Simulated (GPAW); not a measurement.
# Quasiparticle gap of ZrSeS (P3m1) in GPAW

Wanted: ground state, empty states, screening and self-energy for ZrSeS (P3m1).

Method: LDA and many-body steps on it, plane waves, in GPAW 26.7.0.

### 1. Starting point

The structure is trigonal, space group P3m1 (No. 156). Conventional cell: a = 3.750 Å, b = 3.750 Å, c = 6.235 Å, α = 90.00°, β = 90.00°, γ = 120.00°. Zr has 3 S at 2.57 Å and 3 Se at 2.70 Å nearest. Nearest to Se lie 3 Zr at 2.70 Å. Nearest to S lie 3 Zr at 2.57 Å. Farther neighbours and most contacts between anions are not listed.

Coordinates:

```cif
data_structure
_symmetry_space_group_name_H-M 'P 1'
_symmetry_Int_Tables_number 1
_cell_length_a 3.7500
_cell_length_b 3.7500
_cell_length_c 6.2348
_cell_angle_alpha 90.000
_cell_angle_beta 90.000
_cell_angle_gamma 120.000
_cell_volume 75.93
loop_
_atom_site_label
_atom_site_type_symbol
_atom_site_fract_x
_atom_site_fract_y
_atom_site_fract_z
_atom_site_occupancy
Zr1 Zr 0.66667 0.33333 0.01251 1
Se2 Se 0.33333 0.66667 0.75338 1
S3 S 0.00000 0.00000 0.23411 1
```

The cell and positions are those that the Materials Project relaxed with its own functionals (PBE, PBE+U or r2SCAN), kept fixed.

### 2. Ground state

This step: GPAW 26.7.0; DFT, LDA, plane waves, PAW.

The ground-state density comes first.

Input file run.py:

```python
import json
import numpy as np
from gpaw.mpi import world
from ase import Atoms
from gpaw import GPAW, PW, FermiDirac

atoms = Atoms(['Zr', 'Se', 'S'],
    cell=[[3.7500238339, 0.0000000000, 0.0000000000],
      [-1.8750119169, 3.2476159049, 0.0000000000],
      [0.0000000000, 0.0000000000, 6.2348208942]],
    scaled_positions=[[0.6666666667, 0.3333333333, 0.0125095500],
      [0.3333333333, 0.6666666667, 0.7533784300],
      [0.0000000000, 0.0000000000, 0.2341120300]],
    pbc=(True, True, True))
calc = GPAW(mode=PW(450),
    xc='LDA',
    kpts={'size': (6, 6, 4), 'gamma': True},
    occupations=FermiDirac(0.001),
    nbands=-7,
    convergence={'density': 1e-6, 'bands': -3},
    maxiter=100,
    txt='gs.txt')
atoms.calc = calc
res = {'energy': atoms.get_potential_energy()}
kpts = calc.get_ibz_k_points()
res['kpts'] = kpts
res['eigenvalues'] = [calc.get_eigenvalues(kpt=k) for k in range(len(kpts))]
res['n_electrons'] = calc.get_number_of_electrons()
calc.write('gs.gpw')

if world.rank == 0:
    with open('result.json', 'w') as f:
        json.dump(res, f, default=lambda x: x.tolist())
```

Launch:

```console
> mpirun -n 4 gpaw python run.py
```

Numbers of over 12 decimals in the logs are rounded to 6 here.

What it wrote:

```text
__  _  _
 | _ |_)|_||  |
 |__||  | ||/\| - 26.7.0

Input parameters:
  mode=PW(ecut=450.000000),
  convergence={'density': 1e-06, 'bands': -3},
  kpts=MonkhorstPack(size=(6, 6, 4), gamma=True),
  maxiter=100,
  nbands=-7,
  occupations=Occupations(name='fermi-dirac', width=0.001, fixmagmom=False),
  xc=XC(name='LDA')
  [... matrices ...]
Diagonalizing LCAO Hamiltonian
Converting LCAO to pw mode

        Se

       S
            Zr

Atoms  # Å, Bohr magnetons
|   | symbol |         x |        y |        z |    initial magnetic moments |
| 0 |     Zr |  1.875012 | 1.082539 | 0.077995 | ( 0.0000,  0.0000,  0.0000) |
| 1 |     Se | -0.000000 | 2.165077 | 4.697180 | ( 0.0000,  0.0000,  0.0000) |
| 2 |      S |  0.000000 | 0.000000 | 1.459647 | ( 0.0000,  0.0000,  0.0000) |

Unit cell  # Å
| periodic |         x |        y |        z |  lengths |     angles |
|      yes |  3.750024 | 0.000000 | 0.000000 | 3.750024 |  90.000000 |
|      yes | -1.875012 | 3.247616 | 0.000000 | 3.750024 |  90.000000 |
|      yes |  0.000000 | 0.000000 | 6.234821 | 6.234821 | 120.000000 |

Number of symmetries: 6
Symmetry operations  # r_c * U_cc + t_c -> r_c
|   | kind |            matrix            |
| 0 |  σ   |  1, 1, 0,  0,-1, 0,  0, 0, 1 |
| 1 |  E   |  1, 0, 0,  0, 1, 0,  0, 0, 1 |
| 2 |  C3  |  0, 1, 0, -1,-1, 0,  0, 0, 1 |
| 3 |  σ   |  0,-1, 0, -1, 0, 0,  0, 0, 1 |
| 4 |  σ   | -1, 0, 0,  1, 1, 0,  0, 0, 1 |
| 5 |  C3  | -1,-1, 0,  1, 0, 0,  0, 0, 1 |

BZ-sampling:
  Number of BZ points: 144
  Number of IBZ points: 24

  Monkhorst-Pack size: [6, 6, 4]
  Monkhorst-Pack shift: [0.083333, 0.083333, 0.125]

K-points  # in reciprocal-cell coordinates
|     |                                coordinates |     weight |
|   0 | (  0.00000000,   0.00000000,   0.00000000) | 0.00694444 |
|   1 | (  0.00000000,   0.00000000,   0.25000000) | 0.01388889 |
|   2 | (  0.00000000,   0.00000000,   0.50000000) | 0.00694444 |
|   3 | (  0.16666667,   0.00000000,  -0.25000000) | 0.04166667 |
|   4 | (  0.16666667,   0.00000000,   0.00000000) | 0.04166667 |
|   5 | (  0.16666667,   0.00000000,   0.25000000) | 0.04166667 |
|   6 | (  0.16666667,   0.00000000,   0.50000000) | 0.04166667 |
|   7 | (  0.33333333,  -0.16666667,   0.00000000) | 0.04166667 |
|   8 | (  0.33333333,  -0.16666667,   0.25000000) | 0.08333333 |
|   9 | (  0.33333333,  -0.16666667,   0.50000000) | 0.04166667 |
| ... |                                            |            |
|  23 | (  0.50000000,   0.50000000,   0.50000000) | 0.02083333 |

Plane wave coefficients: 1677
Cutoff: 450.000000 eV

Spin-components: 1 (collinear spins)
Bands:           19
Projectors:      16
Spin-degeneracy: 2
Datatype:        complex128

  Storage: CPU
  Wave functions: 12_235_392 bytes (3_058_848 per core)
  Projectors: 18_031_104 bytes (4_507_776 per core)
  [... matrices ...]
Parallelization:
  kpt:    4
  domain: 1
  band:   1

Density:
  Valence electrons: 24.0
  Components: 1
  Grid points: [20 20 32]
  Charge: 0.0  # |e|

Potential:
  Grid points: [20 20 32]

species:
  Zr:
    name:    Zirconium
    Z:       40.0
    valence: 12
    core:    28
    charge:  0.0  # [|e|]
    compensation charges:
      type: gauss
      rc: 0.40  # [Å]
      lmax: 2
    cutoffs:
      filter: 2.39  # [Å]
      core: 1.59  # [Å]
    projectors
    | kind |    occ | energy [eV] | rcut [Å] |
    |   4s |  2.000 |     -54.491 |    1.323 |
    |   5s |  2.000 |      -4.587 |    1.323 |
    |   4p |  6.000 |     -32.510 |    1.334 |
    |   5p |  0.000 |      -1.548 |    1.334 |
    |   4d |  2.000 |      -3.736 |    1.244 |
    |    d |        |      23.475 |    1.244 |

    Using partial waves for Zr as LCAO basis

  Se:
    name:    Selenium
    Z:       34.0
    valence: 6
    core:    28
    charge:  0.0  # [|e|]
    compensation charges:
      type: gauss
      rc: 0.27  # [Å]
      lmax: 2
    cutoffs:
      filter: 1.77  # [Å]
      core: 2.67  # [Å]
    projectors
    | kind |    occ | energy [eV] | rcut [Å] |
    |   4s |  2.000 |     -17.472 |    0.847 |
    |   4p |  4.000 |      -6.656 |    1.005 |
    |    s |        |       9.739 |    0.847 |
    |    p |        |      20.555 |    1.005 |
    |    d |        |       0.000 |    0.847 |

    Using partial waves for Se as LCAO basis

  S:
    name:    Sulfur
    Z:       16.0
    valence: 6
    core:    10
    charge:  0.0  # [|e|]
    compensation charges:
      type: gauss
      rc: 0.24  # [Å]
      lmax: 2
    cutoffs:
      filter: 1.77  # [Å]
      core: 1.66  # [Å]
    projectors
    | kind |    occ | energy [eV] | rcut [Å] |
    |   3s |  2.000 |     -17.278 |    0.974 |
    |   3p |  4.000 |      -7.106 |    0.979 |
    |    s |        |       9.933 |    0.974 |
    |    p |        |      20.105 |    0.979 |
    |    d |        |       0.000 |    0.900 |

    Using partial waves for S as LCAO basis

Reference energy: -174628.320279  # eV

eigensolver:
  PPCG
  Converge bands: -3
  niter=2

density mixing:
  MSR1-Mixer
  Pratt-step length: 0.05
  Maximum mixing coefficient: 0.75
  Old densities: 10
  SVD Regularization: 0.005
  Good broyden scale: 1.0
  Trust region scale: 1.0
  Backstep threshold: 4.0
  History deletion threshold: 6.0
  Fourier metric: weight=20.0, sigma=0.015

occupation numbers:
  Fermi-Dirac:
    width: 0.0010  # eV

poisson solver:
  ecut: 3600.000000  # eV

xc functional:
  name: None

Initialization done in: 0.813 s

convergence criteria:
- Maximum integral of absolute [dens]ity change: 1e-06 electrons / valence electron
- Maximum [total energy] change in last 3 cyles: 0.0005 eV / valence electron
- Maximum integral of absolute [eigenst]ate change: 4e-08 eV^2 / valence electron
maximum number of iterations: 100

SCF iterations
|iter     |     time |      energy | eigst |  dens |
|iter:   1|  |  -21.950137 | +0.65 |       |
|iter:   2|  |  -21.813232 | -1.09 | -1.06 |
|iter:   3|  |  -21.339142 | -0.90 | -1.12 |
|iter:   4|  |  -21.324031 | -1.58 | -1.59 |
|iter:   5|  |  -21.318623 | -2.19 | -1.86 |
|iter:   6|  |  -21.315410c| -3.05 | -2.08 |
|iter:   7|  |  -21.315301c| -4.01 | -3.02 |
|iter:   8|  |  -21.315296c| -5.29 | -3.37 |
|iter:   9|  |  -21.315296c| -6.59 | -3.88 |
|iter:  10|  |  -21.315296c| -7.58c| -4.66 |
|iter:  11|  |  -21.315296c| -7.99c| -5.32 |
|iter:  12|  |  -21.315296c| -8.47c| -5.84 |
|iter:  13|  |  -21.315296c| -8.80c| -6.53c|

Converged in 13 steps
SCF loop duration: 2.488 s (0.191 s/step)
Energy contributions relative to reference atoms: (reference = -174628.320279)
  [... matrices ...]
Energy contributions:
  Kinetic:          15.344061
  Coulomb:         -19.011168
  Zero:              0.268373
  External:          0.000000
  Xc:              -17.916563
  Entropy:          -0.000000
  Spinorbit:         0.000000
  ----------------------------
  Free energy:     -21.315296
  Extrapolated:    -21.315296

dipole moment: (-4.753100, -11.114651, -20.891478)  # |e|*Ang

Fermi level: 5.160
Eigenvalues  # (at kpt = [0.000, 0.000, 0.000])
| band index |      eig [eV] | occ [0-2] |
|          0 |       -44.491 |     2.000 |
|        ... |               |           |
|          4 |        -8.227 |     2.000 |
|          5 |        -6.967 |     2.000 |
|          6 |         0.205 |     2.000 |
|          7 |         1.796 |     2.000 |
|          8 |         1.796 |     2.000 |
|          9 |         4.470 |     2.000 |
|         10 |         4.686 |     2.000 |
|         11 |         4.686 |     2.000 |
|         12 |         5.850 |     0.000 |
|         13 |         5.850 |     0.000 |
|         14 |         6.539 |     0.000 |
|         15 |         9.276 |     0.000 |
|         16 |         9.276 |     0.000 |
|         17 |         9.397 |     0.000 |
|         18 |        10.081 |     0.000 |

Gap: 0.577 eV
Transition (v -> c):
  (s=0, k=0, n=11, [0.00, 0.00, 0.00]) -> (s=0, k=23, n=12, [0.50, 0.50, 0.50])
Direct/indirect transitions are different
Direct gap: 1.164 eV
Transition at: (s=0, k=0, n=11, [0.00, 0.00, 0.00])
# Writing to gs.gpw (mode='')
  [... matrices ...]
```

The job ended after 4.9 s (4 MPI ranks of Arm Neoverse V2, shared host; peak memory 0.67 GiB; 19 s of CPU time).

This step gave:

```
total energy               : -21.32 eV
gap                        : 0.5767 eV
k of the valence top       : 0, 0, 0
k of the conduction bottom : 0.5, 0.5, 0.5
least direct gap           : 1.164 eV
```

The gap is indirect, with the least direct gap 0.59 eV higher.

### 3. Empty states on the mesh, 3×3×2 mesh, 358 bands

The sums over transitions need many empty states on a uniform mesh; this step solves for them.

Input file run.py:

```python
import json
import numpy as np
from gpaw.mpi import world
from gpaw import GPAW

calc = GPAW('gs.gpw').fixed_density(kpts={'size': (3, 3, 2), 'gamma': True},
    parallel={'domain': 1, 'band': 1},
    txt='nscf.txt')
calc.diagonalize_full_hamiltonian(nbands=358)
calc.write('full.gpw', mode='all')
res = {}
kpts = calc.get_ibz_k_points()
res['kpts'] = kpts
res['eigenvalues'] = [calc.get_eigenvalues(kpt=k) for k in range(len(kpts))]
res['n_electrons'] = calc.get_number_of_electrons()

if world.rank == 0:
    with open('result.json', 'w') as f:
        json.dump(res, f, default=lambda x: x.tolist())
```

Launch:

```console
> mpirun -n 4 gpaw python run.py
```

What it wrote:

```text
Diagonalizing LCAO Hamiltonian
Converting LCAO to pw mode
convergence criteria:
- Maximum integral of absolute [eigenst]ate change: 4e-08 eV^2 / valence electron
maximum number of iterations: 100

SCF iterations
|iter     |     time |      energy | eigst |  dens |
|iter:   1|  |             | +0.73 |       |
|iter:   2|  |             | -1.04 |       |
|iter:   3|  |             | -1.88 |       |
[...]
|iter:   8|  |             | -6.24 |       |
|iter:   9|  |             | -6.96 |       |
|iter:  10|  |             | -7.79c|       |
SCF steps: 10
  __  _  _
 | _ |_)|_||  |
 |__||  | ||/\| - 26.7.0

Input parameters:
  mode=PW(ecut=450.000000),
  convergence={'density': 1e-06, 'bands': -3},
  gpts=array([20, 20, 32]),
  kpts=MonkhorstPack(size=(3, 3, 2), gamma=True),
  maxiter=100,
  nbands=19,
  occupations=Occupations(name='fermi-dirac', width=0.001, fixmagmom=False),
  parallel={'domain': 1, 'band': 1},
  xc=XC(name='LDA')
Matrix size: 1677x1677
# Writing to full.gpw (mode='all')
  [... matrices ...]

timing:  # [seconds]
  Total: 9.760  # ━━━━━━━━━━━━━━━━━━━━━━━━━━━━━━━━━━━━━━━━━━━━━━━━━━━━━━━━━━━
```

Wall time 13 s (4 MPI ranks); peak memory 1.4 GiB.

Numbers from this step:

```yaml
gap: 0.7674 eV
k_of_the_valence_top: 0, 0, 0
k_of_the_conduction_bottom: 0.3333, 0, 0.5
least_direct_gap: 1.164 eV
k_points_computed: 6
lowest_point_of_the_top_converged_band_above_the_valence_top: 148.0286 eV
```

On this mesh the gap is 0.767 eV. The earlier step found 0.577 eV, so this mesh misses an edge.

### 4. Screening and self-energy, 3×3×2 mesh, 162 bands, screening to 96 eV

G0W0 replaces the xc potential by the self-energy, built once from these orbitals. Only a window of levels is corrected, while the sums run over the empty bands that the input names.

This step: G0W0 on LDA, plane waves, PAW.

Input file run.py:

```python
import json
import numpy as np
from gpaw.mpi import world
from gpaw.response.g0w0 import G0W0

gw = G0W0('full.gpw',
    filename='gw',
    kpts=[0, 3],
    bands=(10, 14),
    ecut=96,
    nbands=162,
    integrate_gamma='WS',
    ppa=True)
gw.calculate()
res = {mode: {k: v for k, v in r.items() if k != 'sigma_eskwn'}
       for mode, r in gw.all_results.items()}

if world.rank == 0:
    with open('result.json', 'w') as f:
        json.dump(res, f, default=lambda x: x.tolist())
```

Launch:

```console
> mpirun -n 4 gpaw python run.py
```

What it wrote:

```text
Using integrator: PointIntegrator
FrequencyGridDescriptor(from 0.000+0.000j to 0.000+27.211j eV, 2 points)
Nonperiodic BCs:  [False False False]
Using integrator: PointIntegrator
FrequencyGridDescriptor(from 0.000+0.000j to 0.000+27.211j eV, 2 points)
Nonperiodic BCs:  [False False False]
  ___  _ _ _
 |   || | | |
 | | || | | |
 |__ ||_____|
 |___|

BZ k-points: Symmetries present (total): 6

  [... matrices ...]
18 k-points: 3 x 3 x 2 Monkhorst-Pack grid + [0.000000,0.000000,1/4]
6 k-points in the irreducible part of the Brillouin zone
       k-points in crystal coordinates                weights
   0:     0.00000000    0.00000000    0.00000000          1/18
   1:     0.00000000    0.00000000    0.50000000          1/18
   2:     0.33333333    0.00000000    0.00000000          6/18
   3:     0.33333333    0.00000000    0.50000000          6/18
   4:     0.33333333    0.33333333    0.00000000          2/18
   5:     0.33333333    0.33333333    0.50000000          2/18

Distributing spins, k-points and bands (1 x 2 x 4) over 4 processes
Number of blocks: 1

Quasi particle states:
k-points (IBZ indices): [0, 3]
Band range: (10, 14)
  [... matrices ...]
Computational parameters:
Plane wave cut-off: 96 eV
Number of bands: 162
Coulomb cutoff: None
Broadening: 0.1 eV

fxc modes: GW
Kernel: RPA
Using Godby-Needs plasmon-pole approximation:
  Fitting energy: i*E0, E0 = 1.000 Hartree
Summing all q:

Calculating screened Coulomb potential
No Coulomb truncation
FrequencyGridDescriptor(from 0.000+0.000j to 0.000+27.211j eV, 2 points)
Removing empty qpoint cache files...

Calculating chi0 body with:
    Ground state adapter containing:
    Number of spins: 1
    Number of kpoints: 18
    Number of irreducible kpoints: 6
    Number of completely occupied states: 12
    Number of partially occupied states: 12
    Occupied states memory: 2.34375 M / cpu

    Linear response parametrization:
    q_c: [0.0, 0.0, 0.0]
    Number of frequency points: 2
    Planewave cutoff: 96.0
    Number of bands: 162
    Number of planewaves: 147
    Broadening (eta): 1e-06
    comm.size: 4
    kncomm.size: 4
    blockcomm.size: 1

    Memory estimate of potentially large arrays:
        chi0_wGG: 0.659454 M / cpu
Integrating chi0 body.

Symmetries of q_c:
    Direct symmetries (Uq -> q): 6
    Indirect symmetries (TUq -> q): 6
In total 12 allowed symmetries.

  [... matrices ...]
6 groups of equivalent kpoints. 66.666667% reduction.

Integral kind: response function
Integrating chi0 head and wings.

Symmetries of q_c:
    Direct symmetries (Uq -> q): 6
    Indirect symmetries (TUq -> q): 6
In total 12 allowed symmetries.

  [... matrices ...]
6 groups of equivalent kpoints. 66.666667% reduction.

Integral kind: response function wings

Calculating chi0 body with:
    Ground state adapter containing:
    Number of spins: 1
    Number of kpoints: 18
    Number of irreducible kpoints: 6
    Number of completely occupied states: 12
    Number of partially occupied states: 12
    Occupied states memory: 2.34375 M / cpu

[... the further q-points ...]

Results:
f:      Occupation numbers
eps:     KS-eigenvalues [eV]
vxc:     KS vxc [eV]
exx:     Exact exchange [eV]
sigma:   Self-energies [eV]
dsigma:  Self-energy derivatives
Z:       Renormalization factors
qp:      QP-energies [eV]

k-point 0 (0): (0.000, 0.000, 0.000)                GW
band       f     eps     vxc     exx   sigma  dsigma       Z      qp
                                                                   GW
  10   1.000   4.686 -16.036 -18.076   1.810  -0.286   0.778   4.508
  11   1.000   4.686 -16.036 -18.076   1.810  -0.286   0.778   4.508
  12   0.000   5.850 -16.215 -10.107  -4.695  -0.284   0.779   6.951
  13   0.000   5.850 -16.215 -10.107  -4.695  -0.284   0.779   6.951

k-point 1 (3): (0.333, 0.000, 0.500)                GW
band       f     eps     vxc     exx   sigma  dsigma       Z      qp
                                                                   GW
  10   1.000   3.654 -15.413 -17.555   1.886  -0.289   0.776   3.455
  11   1.000   3.673 -15.051 -17.372   2.026  -0.294   0.773   3.445
  12   0.000   5.454 -14.948  -9.617  -4.226  -0.278   0.783   6.319
  13   0.000   7.241 -17.512 -10.909  -5.067  -0.300   0.769   8.423
```

Run time: 13 s. Hardware: 4 MPI ranks; peak memory 1.4 GiB.

Numbers from this step:

| Property | Result |
| --- | --- |
| G0W0 gap on the points computed | 1.811 eV |
| least direct G0W0 gap on the computed points | 2.443 eV |
| Z at the valence top | 0.7776 |
| Z at the conduction bottom | 0.7825 |
| starting gap on the mesh | 0.7674 eV |
| k of the valence top | 0, 0, 0 |
| k of the conduction bottom | 0.3333, 0, 0.5 |

The gap on the mesh goes from 0.77 eV to 1.81 eV, a correction of +1.04 eV. The start differs from the 0.58 eV found before because the two sample other k points.

Limits: finite bands, cutoff and mesh; no spin-orbit coupling; coarse k mesh. v1 is the top filled band, c1 the lowest empty one. Levels before and after the correction, in eV, zero at the valence-band top of each column:

```csv
,conduction bottom,valence top
Kohn-Sham,0.77,0.00
G0W0,1.81,0.00
```

```csv
,level,energy (eV)
Kohn-Sham,Γ v2-v1,0.000
Kohn-Sham,Γ c1-c2,1.164
Kohn-Sham,(0.333 0 0.5) v2,-1.032
Kohn-Sham,(0.333 0 0.5) v1,-1.013
Kohn-Sham,(0.333 0 0.5) c1,0.767
Kohn-Sham,(0.333 0 0.5) c2,2.555
G0W0,Γ v2-v1,0.000
G0W0,Γ c1-c2,2.443
G0W0,(0.333 0 0.5) v2,-1.053
G0W0,(0.333 0 0.5) v1,-1.063
G0W0,(0.333 0 0.5) c1,1.811
G0W0,(0.333 0 0.5) c2,3.915
```

### 5. Where the time went

Times are wall times on 4 MPI ranks of Arm Neoverse V2, shared host, good to a factor of about two.

```csv
step,time,share,memory (GiB)
ground state,4.9 s,16 %,0.67
empty states on the mesh,13 s,42 %,1.4
screening and self-energy,13 s,42 %,1.4
```

### 6. Results

| Property | Result |
| --- | --- |
| LDA gap | 0.58 eV, indirect |
| G0W0 gap on the mesh | 1.81 eV |
| G0W0 gap over the zone (rigid shift) | 1.62 eV |
| GW settings | 3×3×2 mesh, 162 bands, screening to 96 eV, Godby-Needs plasmon pole |
| known limits | not at the basis limit; no spin-orbit coupling; coarse k mesh |

G0W0 moves the gap on the mesh from 0.77 eV to 1.81 eV (+1.04 eV), with Z of 0.78 and 0.78 at the edges. The mesh misses the band edges by 0.19 eV in all; a rigid shift gives 1.62 eV for the zone. Only 2 of the mesh's irreducible points were corrected, so a valley elsewhere could overtake. Bands and cutoff are finite, so the gap is not at the basis limit. The miss can reach some tenths of an eV and take either sign; the mesh is an error of its own. These stock PAW sets were not made for GW; the filled d or f shell of Se lies in the frozen core, which bears on start and correction. In the G0W0 run levels were corrected at 2 k points alone, so a gap called «on the mesh» is the least over those, and an edge elsewhere would be missed. A denser mesh or path gives a starting gap of 0.58 eV: the GW mesh misses a band edge, so its gaps are not the fundamental one. The 3×3×2 mesh is coarse for this cell, which bears on the long-range parts of exchange and screening. The many-body steps are scalar-relativistic: spin-orbit coupling is not in them.

[Paths, hosts, dates, memory and timing lines, banners, echoed tables and standing remarks are left out of the program output.]

[Logs are printed without paths, hosts, clocks, repeated set-up lines and the standing remarks that a program may print on its own settings, such as how far it seeks lower states.]

[Runs of the session that timed out or met a known fault of the program may be left out.]

[Hosts, paths, dates, database ids (printed as entryN), source tags and the programs' standing remarks are cut or masked in the printed files.]
